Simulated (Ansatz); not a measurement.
**CaNiAu in the AlB2 type: phonon-mediated transition temperature**

Wanted: λ, ω_log and Tc of CaNiAu in the AlB2 type. The cell shown first is a relaxed one, from steps not shown here.

Main program and level: Ansatz 0.2.0; DFT PBE, scalar-relativistic, plane waves, PAW; PAW set soft_1.

The structure was built from a prototype and need not be the compound's stable phase.

### 1. The cell after earlier relaxation steps

It takes space group P-6m2 (No. 187, hexagonal). Conventional cell: a = 4.310 Å, b = 4.310 Å, c = 3.921 Å, α = 90.00°, β = 90.00°, γ = 120.00°. Ca has 6 Au at 3.17 Å and 6 Ni at 3.17 Å nearest. Nearest to Au lie 3 Ni at 2.49 Å and 6 Ca at 3.17 Å. Nearest to Ni lie 3 Au at 2.49 Å and 6 Ca at 3.17 Å. Farther neighbours are not listed.

### 2. Resistivity: q 3×3×2, k 6×6×6, scattering 8×8×8

The run that gives the couplings also evaluates McMillan's and Allen and Dynes's formulas and, where asked, the Eliashberg equations, over a range of μ*.

Input file input.yaml:

```yaml
crystal:
  lattice:
    - [4.3099970192, -2.9067e-06, 0.0]
    - [-2.1549959924, 3.7325683622, 0.0]
    - [0.0, 0.0, 3.9205683717]
  atoms:
    - { symbol: Ca, position: [0.0, 0.0, 0.0] }
    - { symbol: Au, position: [0.3333333333, 0.6666666667, 0.5] }
    - { symbol: Ni, position: [0.6666666667, 0.3333333333, 0.5] }
kpoints:
  mp_grid: { grid: [6, 6, 6] }
hamiltonian:
  xc: pbe
  pseudopotentials: { kind: paw, azcp: { folder: soft_1 } }
scf:
  occupations: { method: methfessel_paxton, width: 0.2 }
output:
  eigenvalues: true
phonons:
  method: dfpt
  qmesh: [3, 3, 2]
  temperatures: { t_max: 1000, t_step: 50 }
  qpath:
    path:
      - [[0.0, 0.0, 0.0], [0.5, 0.0, 0.0], [0.33333333, 0.33333333, 0.0], [0.0, 0.0, 0.0], [0.0, 0.0, 0.5], [0.5, 0.0, 0.5], [0.33333333, 0.33333333, 0.5], [0.0, 0.0, 0.5]]
      - [[0.5, 0.0, 0.5], [0.5, 0.0, 0.0]]
      - [[0.33333333, 0.33333333, 0.5], [0.33333333, 0.33333333, 0.0]]
    npoints: 10
  electrical_resistivity:
    mesh: [8, 8, 8]
    temperatures: [20.0, 50.0, 77.0, 100.0, 150.0, 200.0, 300.0, 400.0, 600.0, 800.0]
  superconductivity: { mesh: [8, 8, 8] }
```

Started as:

```
> ansatz run input.yaml --threads 4 --pin off --max-ram 12288MiB --backend cpu --events-out ev --progress --plain --runs-dir out
```

The runs that follow: coupling and resistivity: scattering mesh 18×18×12. Settings of the main run: cutoff 420 eV, 6×6×6 k-mesh, Methfessel-Paxton occupations, smearing width 0.2 eV, 18×18×12 scattering mesh, 3×3×2 q-mesh, PAW set soft 1.

Q: Predict the meshes, coupling constant λ and log mean phonon energy ħω_log.

Above the Debye range the phonon population grows as T, and so does the scattering: the resistivity is close to linear in T. In the last run (PBE, q 3×3×2, k 6×6×6, scattering 18×18×12), with λ = 0.17 and ħω_log = 9.99 meV, Tc at μ* = 0.13 is under 1 mK by the formulas. In that run Allen and Dynes's formula gives no transition above 0.05 K at μ* = 0.10 or more.

```
meshes                        : q 3×3×2, k 6×6×6, scattering 18×18×12
coupling constant λ           : 0.169
log mean phonon energy ħω_log : 9.99 meV
```

By the run's own test λ is not converged in the fine mesh: it moves by 2 % between the two finest, and by up to 16 % in the other runs. The run's transport test calls it not converged in the mesh; ρ(300 K) moves by 12 % in the component that moves most. The runs are not spin-polarised; where the real material orders magnetically, these values do not describe it. These meshes are coarse. Over the runs, λ takes the values 0.177 and 0.169, in the order shown. No spin–orbit coupling, which matters for Au. The structure is a hand-built model. The compound is a prototype filled by a generator; whether it can be made, and whether it orders so, was not tested. μ* is a typed number, phonons are harmonic, and spin fluctuations are left out; with λ this near or under μ*(1 + 0.62 λ), the formulas give Tc only to its order of magnitude, or none.

[Logs are printed without paths, hosts, clocks, repeated set-up lines and the standing remarks that a program may print on its own settings, such as how far it seeks lower states.]

[Hosts, paths, dates, database ids (printed as entryN), source tags and the programs' standing remarks are cut or masked in the printed files.]
